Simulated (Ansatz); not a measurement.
Consider GeH (hydrogen-terminated (001) film, symmetric dihydride, 4 layers).

The cell holds 8 atoms: 4 Ge and 4 H. Cell: a = 4.001 Å, b = 4.001 Å, c = 35.300 Å, α = 90.0°, β = 90.0°, γ = 90.0°. It derives from Ge. Vacuum lies along c.

```xyz
8
Lattice="4.0008 0.0000 0.0000 0.0000 4.0008 0.0000 0.0000 0.0000 35.3000" Properties=species:S:1:pos:R:3
Ge    0.0000    0.0000   15.5684
Ge    4.0008    2.0004   16.9463
Ge    2.0004    2.0004   18.3537
Ge    2.0004    4.0008   19.7316
H     1.2175    4.0008   14.6326
H     2.7833    4.0008   14.6326
H     0.7829    4.0008   20.6674
H     3.2179    0.0000   20.6674
```

The structure was relaxed with PBEsol (ions only). The runs that relaxed it are not among those shown.

Gaps computed with Ansatz 0.2.0 without a self-energy: PBEsol 1.89 eV and HSE06 2.70 eV.

Q: What gap should G0W0 on PBEsol give (4×4×1 mesh, 833 empty bands, screening to 75 eV, PAW set soft_1 files)?

About 2.92 eV: on its mesh the run moves the gap from 1.89 eV by +1.04 eV. A band edge moves to another state on the way. Among the scalar-relativistic levels given, HSE06 is nearest (−0.22 eV). Bands and cutoff are finite, so the gap is not at the basis limit. The miss can reach some tenths of an eV and take either sign; the mesh is an error of its own. In a film the band edges may be surface states, so its gap need not approach the bulk's. At these cutoffs the gaps of films stand short of the band limit, often by tenths of an eV, while the trend with thickness is less touched. In a film the band edges may be surface states, so its gap need not approach the bulk's. At these cutoffs the gaps of films stand short of the band limit, often by tenths of an eV, while the trend with thickness is less touched. The mesh in the plane is coarse for a sheet; gap and any exciton binding can still move on denser ones. The many-body steps are scalar-relativistic: spin-orbit coupling is not in them.

[Paths, hosts, dates, memory and timing lines, banners, echoed tables and standing remarks are left out of the program output.]

[Logs are printed without paths, hosts, clocks, repeated set-up lines and the standing remarks that a program may print on its own settings, such as how far it seeks lower states.]

[Runs of the session that timed out or met a known fault of the program may be left out.]

[Cells called generated may have been cut or substituted from an entry of the Crystallography Open Database or the Materials Project.]

[Hosts, paths, dates, database ids (printed as entryN), source tags and the programs' standing remarks are cut or masked in the printed files.]
